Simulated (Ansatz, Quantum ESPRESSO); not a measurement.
# O on hollow sites of W(110): the work function of the upper face at a withheld member of a series

How the rows were computed: Quantum ESPRESSO 7.5, PBE, GBRV ultrasoft. Slabs of 3 layers, covered on the upper face; adsorbates and the top layer relax in a periodic cell, the rest is held (the clean slab relaxes both outer layers); a run under open boundaries (ESM, bc1) gives both vacuum levels. Cells of one to 9 surface sites carry the coverages, on meshes of like density; cold smearing of 0.02 Ry. The slabs take the lattice constants of the bulk relaxed by the same program. The series steps the coverage.

```tsv
coverage	work function of the upper face (eV)
0 ML	4.838
0.1111 ML	4.855
0.1667 ML	4.879
0.25 ML	4.871
0.3333 ML	5.107
0.6667 ML	5.708
0.75 ML	5.673
1 ML	6.279
```

**Question.** What is the work function of the upper face at 0.5 ML?

By hand: The rows at 0.3333 ML and 0.6667 ML give a slope of (5.708 − (5.107))/(0.6667 − (0.3333)) = 1.803, so a straight line gives 5.408 eV. A parabola through these and the row at 0.25 ML gives 5.476 eV.

**The withheld run.** 5.183 eV. The line misses by +0.225 and the parabola by +0.293 eV. Neither catches the point well; the series is not smooth on this step.

**Limits.** Thin slabs, one site and one ordered pattern a coverage; no reconstruction or subsurface sites; meshes differ a little between cells.

[Logs are printed without paths, hosts, clocks, repeated set-up lines and the standing remarks that a program may print on its own settings, such as how far it seeks lower states.]
